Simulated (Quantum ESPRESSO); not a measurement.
## MnO (Manganosite): which magnetic order is lowest

Does MnO (Manganosite) prefer parallel or opposed moments, or none?

Method: PBEsol; plane waves with GBRV 1.5 PBEsol potentials, no spin-orbit coupling, in Quantum ESPRESSO 7.5.

Most raw output is cut from this account.

## 1. The starting structure

It takes space group Fm-3m (No. 225, cubic). Conventional cell: a = 4.446 Å, b = 4.446 Å, c = 4.446 Å, α = 90.00°, β = 90.00°, γ = 90.00°. Nearest to Mn lie 6 O at 2.22 Å. Nearest to O lie 6 Mn at 2.22 Å. Farther neighbours and most contacts between anions are not listed.

Structure file:

```cif
data_structure
_symmetry_space_group_name_H-M 'P 1'
_symmetry_Int_Tables_number 1
_cell_length_a 3.1438
_cell_length_b 3.1438
_cell_length_c 3.1438
_cell_angle_alpha 60.000
_cell_angle_beta 60.000
_cell_angle_gamma 60.000
_cell_volume 21.97
loop_
_atom_site_label
_atom_site_type_symbol
_atom_site_fract_x
_atom_site_fract_y
_atom_site_fract_z
_atom_site_occupancy
Mn1 Mn 0.00000 0.00000 0.00000 1
O2 O 0.50000 0.50000 0.50000 1
```

The cell comes from the Crystallography Open Database.

## 2. Run 1 (ferro +)

The signs are those of the starting moments on the seeded atoms, the atoms that are given a moment.

Input file pw.in:

```
&CONTROL
  calculation = 'scf'
  prefix = 'pwscf'
  outdir = './tmp'
  pseudo_dir = './pseudo'
  disk_io = 'nowf'
/
&SYSTEM
  ibrav = 0
  nat = 2
  ntyp = 2
  ecutwfc = 40
  ecutrho = 280
  nbnd = 19
  occupations = 'smearing'
  smearing = 'fd'
  degauss = 0.00367493
  nspin = 2
  starting_magnetization(1) = 0.3
  starting_magnetization(2) = 0
/
&ELECTRONS
  conv_thr = 4d-09
  electron_maxstep = 150
  mixing_beta = 0.3
/
ATOMIC_SPECIES
Mn     54.9380 mn_pbesol_v1.5.uspp.F.UPF
O      15.9990 o_pbesol_v1.2.uspp.F.UPF
CELL_PARAMETERS angstrom
   0.0000000000    2.2230000000    2.2230000000
   2.2230000000    0.0000000000    2.2230000000
   2.2230000000    2.2230000000    0.0000000000
ATOMIC_POSITIONS crystal
Mn      0.0000000000    0.0000000000    0.0000000000
O       0.5000000000    0.5000000000    0.5000000000
K_POINTS automatic
8 8 8 0 0 0
```

Command:

```
$ OMP_NUM_THREADS=1 mpirun -n 4 pw.x -nk 4 -in pw.in > pw.out
```

Elapsed: 3.9 s, on 4 MPI ranks of Intel Xeon 6975P-C (Granite Rapids), shared host; peak memory 0.28 GiB; 13 s of CPU time.

Spin moment in the atom's sphere by atom:

```
atom  spin moment in the atom's sphere (μB)
 Mn1                                   4.04
  O2                                   0.23
```

Numbers from this step:

| Quantity | Value |
| --- | --- |
| smearing term TS | 0.008342 eV |
| magnetization | 4.76 μB |
| absolute magnetization | 4.76 μB |
| final state | ferromagnetic |

Spin density in the ac plane of the conventional cell at fractional y = 0.000, with atoms of Mn and O within 0.2 Å of it.

Ten even steps from '_' (0.0 e/Å³) to '@' (6.7 e/Å³), each cell a mean:
```
%%--____________________..**
::..______________________..
____________________________
____________________________
____________________________
__________..--++::__________
__________::%%@@++__________
__________..**%%--__________
____________..::..__________
____________________________
____________________________
____________________________
++::____________________..--
@@++____________________::%%
```
Columns run along a (4.4 Å), rows up along c (4.4 Å), edges of the conventional cell, whose origin can differ from the input's. Atoms in or near the plane, at fractional coordinates: Mn at (0.00, 0.00), Mn at (0.50, 0.50), O at (0.50, 0.00), O at (0.00, 0.50).

Valence density in the ac plane of the conventional cell at fractional y = 0.000, with atoms of Mn and O within 0.2 Å of it. It is the smooth field of the valence electrons, not physical close to the nuclei.

Ten even steps from '0' (0 e/Å³) to '9' (17 e/Å³), each cell a mean:
```
95000123100028
31000011000002
00000000000000
00000000000000
00000000000000
21000157300001
32000398700013
31000289500012
10000023100001
00000000000000
00000000000000
00000000000000
73000012100015
87000133200039
```
Columns run along a (4.4 Å), rows up along c (4.4 Å), edges of the conventional cell, whose origin can differ from the input's. Atoms in or near the plane, at fractional coordinates: Mn at (0.00, 0.00), Mn at (0.50, 0.50), O at (0.50, 0.00), O at (0.00, 0.50).

## 3. Start 2: antiferro q=(0,1/2,1/2) +−

The cell is doubled to 4 atoms to hold this order. The wavevector q is in fractions of the reciprocal vectors of the crystal's primitive cell, as the cells of these inputs are built from it; moments change sign between cells as cos(2π q·R).

Input file pw.in:

```
&CONTROL
  calculation = 'scf'
  prefix = 'pwscf'
  outdir = './tmp'
  pseudo_dir = './pseudo'
  disk_io = 'nowf'
/
&SYSTEM
  ibrav = 0
  nat = 4
  ntyp = 3
  ecutwfc = 40
  ecutrho = 280
  nbnd = 30
  occupations = 'smearing'
  smearing = 'fd'
  degauss = 0.00367493
  nspin = 2
  starting_magnetization(1) = 0.3
  starting_magnetization(2) = -0.3
  starting_magnetization(3) = 0
/
&ELECTRONS
  conv_thr = 8d-09
  electron_maxstep = 150
  mixing_beta = 0.3
/
ATOMIC_SPECIES
Mn1    54.9380 mn_pbesol_v1.5.uspp.F.UPF
Mn2    54.9380 mn_pbesol_v1.5.uspp.F.UPF
O      15.9990 o_pbesol_v1.2.uspp.F.UPF
CELL_PARAMETERS angstrom
   0.0000000000    2.2230000000    2.2230000000
   4.4460000000    0.0000000000    4.4460000000
   4.4460000000    2.2230000000    2.2230000000
ATOMIC_POSITIONS crystal
Mn1     0.0000000000    0.0000000000    0.0000000000
Mn2     0.0000000000    0.5000000000    0.0000000000
O       0.5000000000    0.0000000000    0.5000000000
O       0.5000000000    0.5000000000    0.5000000000
K_POINTS automatic
8 4 8 0 0 0
```

Elapsed: 15 s, on 4 MPI ranks; peak memory 0.46 GiB.

Spin moment in the atom's sphere by atom:

```
atom  spin moment in the atom's sphere (μB)
 Mn1                                   4.07
 Mn2                                  -4.07
  O3                                  -0.09
  O4                                   0.09
```

Read from the output:

```
smearing term TS       : 0.009762 eV
magnetization          : 0 μB
absolute magnetization : 9.273 μB
final state            : antiferromagnetic
```

Spin density in the ac plane of the conventional cell at fractional y = 0.000, with atoms of Mn and O within 0.2 Å of it.

Ten even steps from '0' (-6.7 e/Å³) to '9' (6.7 e/Å³), each cell a mean:
```
96555444445558
65555444445555
55554444445555
55544444444555
55544444444455
55544432344455
55544300244555
55544410344455
55544443444455
55544444444555
55554444445555
55555444445555
76555444445556
97554444445569
```
Columns run along a (4.4 Å), rows up along c (4.4 Å), edges of the conventional cell, whose origin can differ from the input's. Atoms in or near the plane, at fractional coordinates: Mn at (0.00, 0.00), Mn at (0.50, 0.50), O at (0.50, 0.00), O at (0.00, 0.50).

Valence density in the ac plane of the conventional cell at fractional y = 0.000, with atoms of Mn and O within 0.2 Å of it. It is the smooth field of the valence electrons, not physical close to the nuclei.

Ten even steps from '0' (0 e/Å³) to '9' (17 e/Å³), each cell a mean:
```
95000123100028
31000011000002
00000000000000
00000000000000
00000000000000
21000157300001
32000397700013
31000289500012
10000023100001
00000000000000
00000000000000
00000000000000
73000012100015
77000133200039
```
Columns run along a (4.4 Å), rows up along c (4.4 Å), edges of the conventional cell, whose origin can differ from the input's. Atoms in or near the plane, at fractional coordinates: Mn at (0.00, 0.00), Mn at (0.50, 0.50), O at (0.50, 0.00), O at (0.00, 0.50).

## 4. Start 3: antiferro q=(0,0,1/2) +−

The cell is doubled to 4 atoms to hold this order.

Edit pw.in of step 3 so:

```diff
@@ -33,10 +33,10 @@
    0.0000000000    2.2230000000    2.2230000000
-   4.4460000000    0.0000000000    4.4460000000
-   4.4460000000    2.2230000000    2.2230000000
+   2.2230000000    0.0000000000    2.2230000000
+   4.4460000000    4.4460000000    0.0000000000
 ATOMIC_POSITIONS crystal
 Mn1     0.0000000000    0.0000000000    0.0000000000
-Mn2     0.0000000000    0.5000000000    0.0000000000
-O       0.5000000000    0.0000000000    0.5000000000
-O       0.5000000000    0.5000000000    0.5000000000
+Mn2     0.0000000000    0.0000000000    0.5000000000
+O       0.5000000000    0.5000000000    0.2500000000
+O       0.5000000000    0.5000000000    0.7500000000
 K_POINTS automatic
-8 4 8 0 0 0
+8 8 4 0 0 0
```

The job ended after 9.2 s (4 MPI ranks; peak memory 0.4 GiB; 35 s of CPU time).

Spin moment in the atom's sphere by atom:

```
atom  spin moment in the atom's sphere (μB)
 Mn1                                   4.05
 Mn2                                  -4.05
  O3                                   0.00
  O4                                   0.00
```

Numbers from this step:

| Item | Value |
| --- | --- |
| smearing term TS | 1.57e-5 eV |
| magnetization | 0 μB |
| absolute magnetization | 9.036 μB |
| final state | antiferromagnetic |

## 5. Run 4, typed as no spin polarisation

Input file pw.in:

```
&CONTROL
  calculation = 'scf'
  prefix = 'pwscf'
  outdir = './tmp'
  pseudo_dir = './pseudo'
  disk_io = 'nowf'
/
&SYSTEM
  ibrav = 0
  nat = 2
  ntyp = 2
  ecutwfc = 40
  ecutrho = 280
  nbnd = 17
  occupations = 'smearing'
  smearing = 'fd'
  degauss = 0.00367493
/
&ELECTRONS
  conv_thr = 4d-09
  electron_maxstep = 150
  mixing_beta = 0.3
/
ATOMIC_SPECIES
Mn     54.9380 mn_pbesol_v1.5.uspp.F.UPF
O      15.9990 o_pbesol_v1.2.uspp.F.UPF
CELL_PARAMETERS angstrom
   0.0000000000    2.2230000000    2.2230000000
   2.2230000000    0.0000000000    2.2230000000
   2.2230000000    2.2230000000    0.0000000000
ATOMIC_POSITIONS crystal
Mn      0.0000000000    0.0000000000    0.0000000000
O       0.5000000000    0.5000000000    0.5000000000
K_POINTS automatic
8 8 8 0 0 0
```

Wall time 2.4 s (4 MPI ranks); peak memory 0.27 GiB.

This step gave:

```yaml
smearing_term_ts: 0.06365 eV
final_state: non-magnetic (no spin polarisation)
```

## 6. Ranking

An order is kept where moments of 0.15 μB or more survive with the typed signs; meshes match where a doubled cell samples the same k points as the first cell.

Orders:

```
                     start        final state  typed order kept  energy over the lowest (meV a seeded atom)  largest site moment (μB)  net moment (μB a cell of the first run)  mesh matched  CPU time (s)
                   ferro +      ferromagnetic               yes                                       134.1                     4.035                                     4.76           yes         13.42
antiferro q=(0,1/2,1/2) +-  antiferromagnetic               yes                                       63.68                     4.072                                        0           yes         59.68
  antiferro q=(0,0,1/2) +-  antiferromagnetic               yes                                           0                     4.055                                        0           yes         35.49
      no spin polarisation       non-magnetic                 -                                        2322                         0                                        0           yes          8.58
```

## 7. Energy mapping

E = −Σ J e·e over ordered pairs of unit vectors, so each pair counts twice. As many shells are taken as there are differences of energy, so the couplings are solved for and no residual tests the model; further shells are folded in, and shells whose pairs keep their relative signs in all orders cancel and are not probed. Couplings from the energies:

```
 pair  distance (Å)  neighbours an atom  J (meV)
Mn-Mn         3.144                  12     -4.4
Mn-Mn         4.446                   6   -6.774
```

## 8. Outcome

```yaml
lowest_state_found: antiferromagnetic (from antiferro q=(0,0,1/2) +-)
largest_site_moment: 4.05 μB
next_state_with_moments: antiferromagnetic, 63.7 meV a seeded atom higher
state_without_moments: 2322 meV a seeded atom higher
j_of_the_weightiest_shell: -4.40 meV
```

In words: Forming the moments gains more than four times the spread of the orders, as local moments do. The largest moment changes by 0.89 % between the kept orders, as for well localised moments. Only these 4 starts were compared; other wavevectors, canted and longer-period orders were not. No Hubbard term acts here. In such compounds local and semilocal functionals without one often delocalise the d electrons, and can shrink or lose moments and miss the size, sign and order of the couplings.

[Logs and program files are shortened in this print: banners, set-up blocks, solver, clock and traceback lines can be left out without a mark of their own.]

[Logs are printed without paths, hosts, clocks, repeated set-up lines and the standing remarks that a program may print on its own settings, such as how far it seeks lower states.]

[Hosts, paths, dates, database ids (printed as entryN), source tags and the programs' standing remarks are cut or masked in the printed files.]

[Where a cell is said to come from a database of computed structures, the database is the Materials Project.]
